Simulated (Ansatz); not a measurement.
Nb (Im-3m): Drude plasma energy against volume

The cell of Nb (Im-3m) is scaled evenly and the response computed anew at each volume, on one mesh.

It takes space group Im-3m (No. 229, cubic). Conventional cell: a = 3.328 Å, b = 3.328 Å, c = 3.328 Å, α = 90.00°, β = 90.00°, γ = 90.00°. Nb on site a is surrounded by 8 Nb at 2.88 Å.

Method: Ansatz 0.2.0, r2SCAN, independent particles, k-mesh 18×18×18 with interpolation inside its cells, Gaussian parameter 0.1 eV.

Launch of the response step: `ansatz run input.yaml --threads 4 --pin off --max-ram 8192MiB --backend cpu --events-out ev --progress --plain --runs-dir out`. The series took 2.5 min in all, on 4 threads of Intel(R) Xeon(R) Processor @ 2.50GHz (Skylake/Cascade Lake), on a shared host.

```
V/V₀  V (Å³, primitive cell)  Drude plasma energy (eV)
0.94                   17.32                         ?
0.96                   17.69                     9.408
0.98                   18.06                     9.207
1.00                   18.43                     9.013
1.02                   18.80                     8.826
1.04                   19.17                     8.646
1.06                   19.53                     8.472
```

For small changes the quantity should be close to linear in ln V.

Working, on the rows shown:

| x = ln(V/V₀) | y = Drude plasma energy |
| --- | --- |
| -0.040822 | 9.408 |
| -0.0202027 | 9.207 |
| 0 | 9.013 |
| 0.0198026 | 8.826 |
| 0.0392207 | 8.646 |
| 0.0582689 | 8.472 |

Means: x̄ = 0.0093779, ȳ = 8.9287. Σ(x − x̄)(y − ȳ) = -0.06492, Σ(x − x̄)² = 0.006873. Slope = -0.06492 / 0.006873 = -9.446; intercept = ȳ − slope · x̄ = 9.0173. The line misses the rows shown by at most 0.0052 eV.

Task: What does the fit predict for the withheld row, and how well does it do?

Result: At x = -0.061875 the line gives y = 9.6017 eV. The run gave 9.615 eV, so the extrapolation is off by 0.013 eV, 1.2 % of the range in the table.

Between the rows on either side of x = 0 the slope is (8.826 − 9.207) / (0.019803 − (-0.020203)) = -9.524. So d ln ωp/d ln V = -1.06; free electrons would give −0.50. The cell comes from an older database entry, whose edges can be off by a per cent or so. The values come from a sum over the points of one k-mesh and carry its error, which is largest for Fermi-surface quantities. Spin-orbit coupling is left out.

[Logs are printed without paths, hosts, clocks, repeated set-up lines and the standing remarks that a program may print on its own settings, such as how far it seeks lower states.]
